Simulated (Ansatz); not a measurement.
# Cs chain started as a strip of triangles: period, moment and channels by functional

Wanted: the relaxed geometry and the open channels of the Cs chain started as a strip of triangles, by several methods.

Program: Ansatz 0.2.0. Level of theory: DFT PBE, plane waves, PAW; relaxation of a chain's period, in the first sound run; inputs show where later runs differ. Results are calculated unless marked as measured.

Most raw output is cut from this account.

### 1. The starting structure

The cell holds 2 atoms: 2 Cs. Cell: a = 13.500 Å, b = 12.000 Å, c = 4.775 Å, α = 90.0°, β = 90.0°, γ = 90.0°. Vacuum lies along a and b. The structure's axis is c.

### 2. Relaxation of atoms and period, level PBE, cutoff 420 eV

Band widths follow the bond lengths, so the chain is relaxed first. The atoms and the third cell vector are free; the box across stays fixed as vacuum. Moments are seeded so that a magnetic state can form if it lies lower. A Fermi-Dirac smearing is set since the result may be a metal. The pressure printed is a third of the stress's trace over the whole box, vacuum included; only the stress along the axis is relaxed.

Contents of input.yaml:

```yaml
crystal:
  lattice:
    - [13.5, 0.0, 0.0]
    - [0.0, 12.0, 0.0]
    - [0.0, 0.0, 4.77508]
  atoms:
    - { symbol: Cs, position: [0.348900741, 0.5, 0.0], spin: 0.5 }
    - { symbol: Cs, position: [0.651099259, 0.5, 0.5], spin: 0.5 }
magnetization:
  spin_polarized: true
kpoints:
  mp_grid: { grid: [1, 1, 17] }
scf:
  occupations: { method: fermi_dirac, width: 0.05 }
hamiltonian:
  xc: pbe
relax:
  cell: { fix: [a, b, alpha, beta, gamma] }
  max_steps: 60
```

Started as:

```bash
$ ansatz run input.yaml --threads 4 --pin off --max-ram 16384MiB --backend cpu --events-out ev --progress --plain --runs-dir out
```

Wall time 41 s (4 threads of Arm Neoverse V1, shared host); peak memory 1.1 GiB; 2.7 min of CPU time.

Step by step:

| step | energy less that of the first step (eV) | largest force component (eV/Å) | pressure (GPa) | volume (Å³) |
| --- | --- | --- | --- | --- |
| 1 | 0.0000 | 0.2135 | 0.13 | 773.56 |
| 2 | -0.0191 | 0.1834 | 0.11 | 777.70 |
| 3 | -0.0866 | 0.0486 | 0.03 | 804.11 |
| 4 | -0.0976 | 0.0084 | 0.00 | 819.24 |
| 5 | -0.0994 | 0.0060 | -0.01 | 828.06 |
| 6 | -0.0997 | 0.0089 | -0.01 | 831.79 |
| 7 | -0.1000 | 0.0092 | -0.02 | 836.44 |
| 8* | -0.1001 | 0.0092 | -0.01 | 836.44 |

Relaxation steps marked * repeat the geometry before them on a plane-wave basis chosen anew for their cell, so energy and pressure can jump there.

Forces are held to the 8 operations that the run works with; a distortion that breaks them can't arise in this run.

| cell as run | before | after | change |
| --- | --- | --- | --- |
| c (Å) | 4.775 | 5.163 | +8.1 % |

The atoms that moved most (Å, along periodic axes as changes of fractional coordinates times the final cell, across vacuum about the mean position):

| atom | dx | dy | dz | length |
| --- | --- | --- | --- | --- |
| Cs1 | -0.343 | 0.000 | 0.000 | 0.343 |
| Cs2 | 0.343 | 0.000 | 0.000 | 0.343 |

The relaxed structure:

```xyz
2
Lattice="13.5000 0.0000 0.0000 0.0000 12.0000 0.0000 0.0000 0.0000 5.1632" Properties=species:S:1:pos:R:3
Cs    4.3674    6.0000    0.0000
Cs    9.1326    6.0000    2.5816
```

This step gave:

```yaml
energy_at_zero_smearing: -11340.9372 eV
cell_length_along_the_wire: 5.163 Å
```

The cell's length comes to 5.163 Å with no moment.

### 3. The perfect wire, level PBE, k-mesh 1×1×16

This step: DFT PBE, plane waves, PAW; channels and complex bands of a perfect chain (Ansatz 0.2.0).

At the relaxed period the Bloch states of the perfect chain are found at each energy: those that move forward count the open channels, and those that decay describe how a disturbance dies away inside the wire itself. An energy step of 0.035 eV is under the 0.039 eV that the program asks for its thermal average at 300 K.

Contents of input.yaml:

```yaml
crystal:
  lattice:
    - [13.5, 0.0, 0.0]
    - [0.0, 12.0, 0.0]
    - [0.0, 0.0, 5.1631796496]
  atoms:
    - { symbol: Cs, position: [0.323508846, 0.5, 0.0] }
    - { symbol: Cs, position: [0.676491154, 0.5, 0.5] }
kpoints:
  mp_grid: { grid: [1, 1, 16] }
  band_path: { path: ["Γ", Z], npoints: 60 }
scf:
  occupations: { method: fermi_dirac, width: 0.05 }
hamiltonian:
  xc: pbe
output:
  transmission:
    e_range: [-2, 2]
    de: 0.035
    kmesh: [1, 1]
    reduced_basis: true
    leads: [[0, 0]]
  dos: { projected: true, e_range: [-6, 4] }
  write_potential: true
  write_density: true
  volumetric_format: npy
  elf: true
```

Elapsed: 2.5 min, on 4 threads; peak memory 1.7 GiB.

This step gave:

```yaml
energy_at_zero_smearing: -11340.9357 eV
channels_at_the_energy_nearest_the_fermi_level_one_spin: 2
conductance_of_the_lead_as_this_run_defines_it: 1.999 G₀
band_gap: 0 eV
```

Table of open channels of the lead, one spin by energy, zero at the Fermi level:

| energy (eV) | open channels of the lead, one spin |
| --- | --- |
| -2.00 | 0 |
| -1.90 | 0 |
| -1.79 | 0 |
| -1.69 | 0 |
| -1.58 | 0 |
| -1.48 | 0 |
| -1.37 | 0 |
| -1.23 | 0 |
| -1.12 | 0 |
| -1.02 | 0 |
| -0.92 | 1 |
| -0.81 | 1 |
| -0.70 | 1 |
| -0.60 | 1 |
| -0.49 | 1 |
| -0.39 | 1 |
| -0.28 | 1 |
| -0.18 | 1 |
| -0.07 | 2 |
| -0.01 | 2 |
| 0.07 | 2 |
| 0.17 | 2 |
| 0.28 | 2 |
| 0.38 | 2 |
| 0.48 | 2 |
| 0.59 | 2 |
| 0.69 | 3 |
| 0.80 | 4 |
| 0.91 | 2 |
| 1.01 | 2 |
| 1.11 | 2 |
| 1.22 | 3 |
| 1.36 | 4 |
| 1.47 | 4 |
| 1.57 | 2 |
| 1.68 | 4 |
| 1.78 | 5 |
| 1.89 | 5 |
| 1.99 | 2 |

The slowest values at each energy, most degenerate partners merged, listed up to 1.5 1/Å. Table of Im kz of the slowest decaying states by energy, zero at the Fermi level:

| energy (eV) | decay 1 (Å⁻¹) | decay 2 (Å⁻¹) | decay 3 (Å⁻¹) | decay 4 (Å⁻¹) |
| --- | --- | --- | --- | --- |
| -2.000 | 0.401 | 0.478 | 0.806 | 0.815 |
| -1.790 | 0.363 | 0.455 | 0.775 | 0.795 |
| -1.615 | 0.326 | 0.433 | 0.749 | 0.777 |
| -1.405 | 0.272 | 0.405 | 0.716 | 0.755 |
| -1.195 | 0.199 | 0.373 | 0.683 | 0.731 |
| -0.985 | 0.0568 | 0.337 | 0.649 | 0.706 |
| -0.810 | 0.301 | 0.619 | 0.685 | 0.705 |
| -0.600 | 0.250 | 0.582 | 0.657 | 0.675 |
| -0.390 | 0.181 | 0.543 | 0.627 | 0.630 |
| -0.215 | 0.0806 | 0.508 | 0.589 | 0.600 |
| -0.005 | 0.462 | 0.535 | 0.566 | 0.566 |
| 0.205 | 0.404 | 0.476 | 0.499 | 0.528 |
| 0.415 | 0.323 | 0.413 | 0.414 | 0.485 |
| 0.590 | 0.201 | 0.314 | 0.358 | 0.446 |
| 0.800 | 0.282 | 0.392 | 0.398 | 0.415 |
| 1.010 | 0.0427 | 0.177 | 0.302 | 0.352 |
| 1.185 | 0.195 | 0.289 | 0.370 | 0.377 |
| 1.395 | 0.0630 | 0.173 | 0.273 | 0.322 |
| 1.605 | 0.0979 | 0.189 | 0.208 | 0.357 |
| 1.815 | 0.102 | 0.249 | 0.344 | 0.349 |

Electronic bands along the path, in eV, zero at the Fermi level:

| point | band 9 | band 10 | band 11 | band 12 | band 13 |
| --- | --- | --- | --- | --- | --- |
| Γ | -0.97 | -0.17 | 0.68 | 0.79 | 1.14 |
| halfway | -0.49 | 0.36 | 0.83 | 0.92 | 1.42 |
| Z | 0.58 | 0.58 | 1.15 | 1.15 | 1.17 |

ELF in the ca plane at fractional y = 0.500, with atoms of Cs within 0.2 Å of it. It is the smooth field of the valence electrons, not physical close to the nuclei.

Ten even steps from '_' (0.01) to '@' (0.87), each cell a mean:
```
____________________________
............................
++==--::............::--==++
##++--..______________..==**
**--..__..::----::..____::++
++::__..++%%@@@@%%**--....--
--....++@@@@%%##@@@@##--..::
--..::**@@%%..__++@@%%==..::
==....++@@@@##++%%@@##--..::
++::....++%%@@@@@@##--....==
**==::__..::----::..__..--**
------::............::::----
______..::==++++==--....____
**++--..__::++**==..__..==++
@@@@%%++....--==::..--##@@@@
::**@@%%--..::--....**@@@@==
..**@@%%==..::--..::**@@@@--
@@@@@@**::..::==....==%%@@@@
####==::__..==++::__..--**##
....____..::**##==..____....
______..::==****++--....____
....::::::----------::::....
..________________________..
____________________________
```
Columns run along c (5.2 Å), rows up along a (13.5 Å). Atoms in or near the plane, at fractional coordinates: Cs at (0.00, 0.32), Cs at (0.50, 0.68).

Valence density in the ca plane at fractional y = 0.500, with atoms of Cs within 0.2 Å of it. It is the smooth field of the valence electrons, not physical close to the nuclei.

Values in e/Å³, 24 rows by 14 columns, each cell a mean:
```
0.0 0.0 0.0 0.0 0.0 0.0 0.0 0.0 0.0 0.0 0.0 0.0 0.0 0.0
0.0 0.0 0.0 0.0 0.0 0.0 0.0 0.0 0.0 0.0 0.0 0.0 0.0 0.0
0.0 0.0 0.0 0.0 0.0 0.0 0.0 0.0 0.0 0.0 0.0 0.0 0.0 0.0
0.0 0.0 0.0 0.0 0.0 0.0 0.0 0.0 0.0 0.0 0.0 0.0 0.0 0.0
0.0 0.0 0.0 0.0 0.0 0.0 0.1 0.1 0.0 0.0 0.0 0.0 0.0 0.0
0.0 0.0 0.0 0.0 0.1 0.2 0.4 0.4 0.3 0.2 0.1 0.0 0.0 0.0
0.0 0.0 0.0 0.1 0.4 0.9 1.0 1.0 1.0 0.7 0.2 0.1 0.0 0.0
0.0 0.0 0.1 0.2 0.7 1.1 0.5 0.2 0.8 1.0 0.4 0.1 0.0 0.0
0.0 0.0 0.0 0.1 0.5 0.9 1.0 0.9 1.0 0.7 0.3 0.1 0.0 0.0
0.0 0.0 0.0 0.1 0.1 0.3 0.5 0.6 0.5 0.2 0.1 0.0 0.0 0.0
0.0 0.0 0.0 0.0 0.0 0.1 0.1 0.1 0.1 0.0 0.0 0.0 0.0 0.0
0.0 0.0 0.0 0.0 0.0 0.0 0.0 0.0 0.0 0.0 0.0 0.0 0.0 0.0
0.0 0.0 0.0 0.0 0.0 0.0 0.0 0.0 0.0 0.0 0.0 0.0 0.0 0.0
0.2 0.1 0.1 0.0 0.0 0.0 0.0 0.0 0.0 0.0 0.0 0.1 0.1 0.2
0.9 0.7 0.4 0.1 0.0 0.0 0.0 0.0 0.0 0.0 0.1 0.2 0.6 0.8
0.5 1.0 0.9 0.4 0.1 0.0 0.0 0.0 0.0 0.1 0.2 0.6 1.0 0.7
0.4 0.9 0.9 0.4 0.1 0.0 0.0 0.0 0.0 0.1 0.2 0.6 1.1 0.7
1.0 0.8 0.5 0.2 0.1 0.0 0.0 0.0 0.0 0.0 0.1 0.3 0.6 0.9
0.2 0.2 0.1 0.0 0.0 0.0 0.0 0.0 0.0 0.0 0.0 0.1 0.1 0.2
0.0 0.0 0.0 0.0 0.0 0.0 0.0 0.0 0.0 0.0 0.0 0.0 0.0 0.0
0.0 0.0 0.0 0.0 0.0 0.0 0.0 0.0 0.0 0.0 0.0 0.0 0.0 0.0
0.0 0.0 0.0 0.0 0.0 0.0 0.0 0.0 0.0 0.0 0.0 0.0 0.0 0.0
0.0 0.0 0.0 0.0 0.0 0.0 0.0 0.0 0.0 0.0 0.0 0.0 0.0 0.0
0.0 0.0 0.0 0.0 0.0 0.0 0.0 0.0 0.0 0.0 0.0 0.0 0.0 0.0
```
Columns run along c (5.2 Å), rows up along a (13.5 Å). Atoms in or near the plane, at fractional coordinates: Cs at (0.00, 0.32), Cs at (0.50, 0.68).

Electrostatic potential energy in the ca plane at fractional y = 0.500, with atoms of Cs within 0.2 Å of it. With pseudopotentials it is smooth inside the atoms' cores, unlike the true potential.

Ten even steps from '0' (-28 eV) to '9' (1 eV), each cell a mean:
```
99999999999999
99999999999999
99999999999999
99999999999999
99999988899999
99998755678999
99985100037899
99973011005899
99984000026899
99998643478999
99999988899999
99999999999999
99999999999999
78899999999987
12589999998741
00168999997300
10058999997300
01479999998631
77899999999887
99999999999999
99999999999999
99999999999999
99999999999999
99999999999999
```
Columns run along c (5.2 Å; values clipped at the 3rd and 97th percentile), rows up along a (13.5 Å). Atoms in or near the plane, at fractional coordinates: Cs at (0.00, 0.32), Cs at (0.50, 0.68).

By hand: the program gives 9.5596 × 10^13 S/m² over the cell's cross-section of 162.00 Å² = 1.620 × 10^-18 m², so one cell conducts 1.549 × 10^-4 S. Divided by G0 = 2e²/h = 7.748 × 10^-5 S this is 2.00 G0, a resistance of 6.46 kΩ.

At the computed energy nearest the Fermi level there are 2 channels a spin, and the thermal average gives 2.00 G₀.

### 4. Relaxing the period

This step: DFT RPBE, plane waves, PAW; relaxation of a chain's period (Ansatz 0.2.0).

The relaxation is repeated under another functional. RPBE strengthens the exchange enhancement and tends to longer, weaker bonds than PBE.

Contents of input.yaml:

```yaml
crystal:
  lattice:
    - [13.5, 0.0, 0.0]
    - [0.0, 12.0, 0.0]
    - [0.0, 0.0, 4.77508]
  atoms:
    - { symbol: Cs, position: [0.348900741, 0.5, 0.0], spin: 0.5 }
    - { symbol: Cs, position: [0.651099259, 0.5, 0.5], spin: 0.5 }
magnetization:
  spin_polarized: true
kpoints:
  mp_grid: { grid: [1, 1, 17] }
scf:
  occupations: { method: fermi_dirac, width: 0.05 }
hamiltonian:
  xc: rpbe
relax:
  cell: { fix: [a, b, alpha, beta, gamma] }
  max_steps: 60
```

It took 60 s on 4 threads; peak memory 1.1 GiB.

Relaxation path:

| step | energy less that of the first step (eV) | largest force component (eV/Å) | pressure (GPa) | volume (Å³) |
| --- | --- | --- | --- | --- |
| 1 | 0.0000 | 0.2702 | 0.18 | 773.56 |
| 2 | -0.0330 | 0.2294 | 0.16 | 779.61 |
| 3 | -0.1318 | 0.0840 | 0.07 | 807.68 |
| 4 | -0.1655 | 0.0167 | 0.02 | 835.02 |
| 5 | -0.1729 | 0.0082 | 0.00 | 855.02 |
| 6 | -0.1739 | 0.0133 | -0.01 | 863.17 |
| 7 | -0.1753 | 0.0057 | -0.01 | 869.33 |
| 8 | -0.1757 | 0.0003 | -0.01 | 877.20 |
| 9* | -0.1762 | 0.0003 | -0.01 | 877.20 |

Relaxation steps marked * repeat the geometry before them on a plane-wave basis chosen anew for their cell, so energy and pressure can jump there.

The run keeps the 8 symmetry operations that it works with, so distortions that break them were not tested.

| cell as run | before | after | change |
| --- | --- | --- | --- |
| c (Å) | 4.775 | 5.415 | +13.4 % |

The atoms that moved most (Å, along periodic axes as changes of fractional coordinates times the final cell, across vacuum about the mean position):

| atom | dx | dy | dz | length |
| --- | --- | --- | --- | --- |
| Cs1 | -0.366 | 0.000 | 0.000 | 0.366 |
| Cs2 | 0.366 | 0.000 | 0.000 | 0.366 |

Final coordinates:

```cif
data_structure
_symmetry_space_group_name_H-M 'P 1'
_symmetry_Int_Tables_number 1
_cell_length_a 13.5000
_cell_length_b 12.0000
_cell_length_c 5.4148
_cell_angle_alpha 90.000
_cell_angle_beta 90.000
_cell_angle_gamma 90.000
_cell_volume 877.20
loop_
_atom_site_label
_atom_site_type_symbol
_atom_site_fract_x
_atom_site_fract_y
_atom_site_fract_z
_atom_site_occupancy
Cs1 Cs 0.32181 0.50000 0.00000 1
Cs2 Cs 0.67819 0.50000 0.50000 1
```

The cell's length comes to 5.415 Å, +4.9 % against the first run, with no moment. That is +13 % against the start, more than a small adjustment.

The cell grew by 13.4 % in its periodic edges. From the first step to the last the energy fell by 0.176 eV, across changes of basis, and the largest move was 0.37 Å (Cs1 and 1 other atom alike).

### 5. The perfect wire, level RPBE, k-mesh 1×1×15

This step: DFT RPBE, plane waves, PAW; channels and complex bands of a perfect chain (Ansatz 0.2.0).

The channels are counted again under RPBE, at the period that it gave.

Contents of input.yaml:

```yaml
crystal:
  lattice:
    - [13.5, 0.0, 0.0]
    - [0.0, 12.0, 0.0]
    - [0.0, 0.0, 5.4148367918]
  atoms:
    - { symbol: Cs, position: [0.32180544, 0.5, 0.0] }
    - { symbol: Cs, position: [0.67819456, 0.5, 0.5] }
kpoints:
  mp_grid: { grid: [1, 1, 15] }
  band_path: { path: ["Γ", Z], npoints: 60 }
scf:
  occupations: { method: fermi_dirac, width: 0.05 }
hamiltonian:
  xc: rpbe
output:
  transmission:
    e_range: [-2, 2]
    de: 0.035
    kmesh: [1, 1]
    reduced_basis: true
    leads: [[0, 0]]
  dos: { projected: true, e_range: [-6, 4] }
```

Run time: 2.6 min. Hardware: 4 threads; peak memory 1.7 GiB.

At the computed energy nearest the Fermi level there are 2 channels a spin, and the thermal average gives 1.99 G₀.

### 6. Relaxing the period

This step: DFT PBEsol, plane waves, PAW; relaxation of a chain's period (Ansatz 0.2.0).

The relaxation is repeated under another functional. PBEsol weakens PBE's gradient terms and usually lands between LDA and PBE.

Contents of input.yaml:

```yaml
crystal:
  lattice:
    - [13.5, 0.0, 0.0]
    - [0.0, 12.0, 0.0]
    - [0.0, 0.0, 4.77508]
  atoms:
    - { symbol: Cs, position: [0.348900741, 0.5, 0.0], spin: 0.5 }
    - { symbol: Cs, position: [0.651099259, 0.5, 0.5], spin: 0.5 }
magnetization:
  spin_polarized: true
kpoints:
  mp_grid: { grid: [1, 1, 17] }
scf:
  occupations: { method: fermi_dirac, width: 0.05 }
hamiltonian:
  xc: pbesol
relax:
  cell: { fix: [a, b, alpha, beta, gamma] }
  max_steps: 60
```

The job ended after 32 s (4 threads; peak memory 1.1 GiB).

Relaxation path:

| step | energy less that of the first step (eV) | largest force component (eV/Å) | pressure (GPa) | volume (Å³) |
| --- | --- | --- | --- | --- |
| 1 | 0.0000 | 0.1743 | 0.10 | 773.56 |
| 2 | -0.0123 | 0.1514 | 0.09 | 776.62 |
| 3 | -0.0607 | 0.0268 | 0.02 | 801.24 |
| 4 | -0.0644 | 0.0030 | 0.00 | 809.97 |
| 5 | -0.0649 | 0.0055 | -0.01 | 814.85 |
| 6* | -0.0650 | 0.0055 | -0.01 | 814.85 |

Relaxation steps marked * repeat the geometry before them on a plane-wave basis chosen anew for their cell, so energy and pressure can jump there.

Forces are held to the 8 operations that the run works with; a distortion that breaks them can't arise in this run.

| cell as run | before | after | change |
| --- | --- | --- | --- |
| c (Å) | 4.775 | 5.030 | +5.3 % |

The atoms that moved most (Å, along periodic axes as changes of fractional coordinates times the final cell, across vacuum about the mean position):

| atom | dx | dy | dz | length |
| --- | --- | --- | --- | --- |
| Cs1 | -0.289 | 0.000 | 0.000 | 0.289 |
| Cs2 | 0.289 | 0.000 | 0.000 | 0.289 |

The relaxed structure:

```cif
data_structure
_symmetry_space_group_name_H-M 'P 1'
_symmetry_Int_Tables_number 1
_cell_length_a 13.5000
_cell_length_b 12.0000
_cell_length_c 5.0300
_cell_angle_alpha 90.000
_cell_angle_beta 90.000
_cell_angle_gamma 90.000
_cell_volume 814.85
loop_
_atom_site_label
_atom_site_type_symbol
_atom_site_fract_x
_atom_site_fract_y
_atom_site_fract_z
_atom_site_occupancy
Cs1 Cs 0.32749 0.50000 0.00000 1
Cs2 Cs 0.67251 0.50000 0.50000 1
```

The cell's length comes to 5.030 Å, -2.6 % against the first run, with no moment.

### 7. The wire at its relaxed period, level PBEsol, k-mesh 1×1×16

This step: DFT PBEsol, plane waves, PAW; channels and complex bands of a perfect chain (Ansatz 0.2.0).

The channels are counted again under PBEsol, at the period that it gave.

Contents of input.yaml:

```yaml
crystal:
  lattice:
    - [13.5, 0.0, 0.0]
    - [0.0, 12.0, 0.0]
    - [0.0, 0.0, 5.029967351]
  atoms:
    - { symbol: Cs, position: [0.327492721, 0.5, 0.0] }
    - { symbol: Cs, position: [0.672507279, 0.5, 0.5] }
kpoints:
  mp_grid: { grid: [1, 1, 16] }
  band_path: { path: ["Γ", Z], npoints: 60 }
scf:
  occupations: { method: fermi_dirac, width: 0.05 }
hamiltonian:
  xc: pbesol
output:
  transmission:
    e_range: [-2, 2]
    de: 0.035
    kmesh: [1, 1]
    reduced_basis: true
    leads: [[0, 0]]
  dos: { projected: true, e_range: [-6, 4] }
```

The job ended after 2.6 min (4 threads; peak memory 1.8 GiB; 9.4 min of CPU time).

At the computed energy nearest the Fermi level there are 2 channels a spin, and the thermal average gives 2.00 G₀.

### 8. The series together

Times are for 4 threads of Arm Neoverse V1, shared host. The series side by side:

| no. | level | conductance of the lead as this run defines it (G₀) | time | memory (GiB) |
| --- | --- | --- | --- | --- |
| 1 | PBE | 1.999 | 2.5 min | 1.7 |
| 2 | RPBE | 1.994 | 2.6 min | 1.7 |
| 3 | PBEsol | 2.000 | 2.6 min | 1.8 |

The runs together. Table of open channels of the lead by energy, zero at the Fermi level:

| energy (eV) | PBE | RPBE | PBEsol |
| --- | --- | --- | --- |
| -2.00 | 0 | 0 | 0 |
| -1.90 | 0 | 0 | 0 |
| -1.79 | 0 | 0 | 0 |
| -1.69 | 0 | 0 | 0 |
| -1.58 | 0 | 0 | 0 |
| -1.48 | 0 | 0 | 0 |
| -1.37 | 0 | 0 | 0 |
| -1.23 | 0 | 0 | 0 |
| -1.12 | 0 | 0 | 0 |
| -1.02 | 0 | 0 | 0 |
| -0.92 | 1 | 1 | 1 |
| -0.81 | 1 | 1 | 1 |
| -0.70 | 1 | 1 | 1 |
| -0.60 | 1 | 1 | 1 |
| -0.49 | 1 | 1 | 1 |
| -0.39 | 1 | 1 | 1 |
| -0.28 | 1 | 1 | 1 |
| -0.18 | 1 | 1 | 2 |
| -0.07 | 2 | 2 | 2 |
| -0.01 | 2 | 2 | 2 |
| 0.07 | 2 | 2 | 2 |
| 0.17 | 2 | 2 | 2 |
| 0.28 | 2 | 2 | 2 |
| 0.38 | 2 | 2 | 2 |
| 0.48 | 2 | 2 | 2 |
| 0.59 | 2 | 2 | 2 |
| 0.69 | 3 | 3 | 3 |
| 0.80 | 4 | 4 | 4 |
| 0.91 | 2 | 2 | 2 |
| 1.01 | 2 | 4 | 2 |
| 1.11 | 2 | 2 | 2 |
| 1.22 | 3 | 3 | 5 |
| 1.36 | 4 | 4 | 4 |
| 1.47 | 4 | 4 | 4 |
| 1.57 | 2 | 4 | 2 |
| 1.68 | 4 | 4 | 4 |
| 1.78 | 5 | 3 | 5 |
| 1.89 | 5 | 3 | 5 |
| 1.99 | 2 | 2 | 2 |

[end of part 1 of 2]

[Logs are printed without paths, hosts, clocks, repeated set-up lines and the standing remarks that a program may print on its own settings, such as how far it seeks lower states.]

[Hosts, paths, dates, database ids (printed as entryN), source tags and the programs' standing remarks are cut or masked in the printed files.]
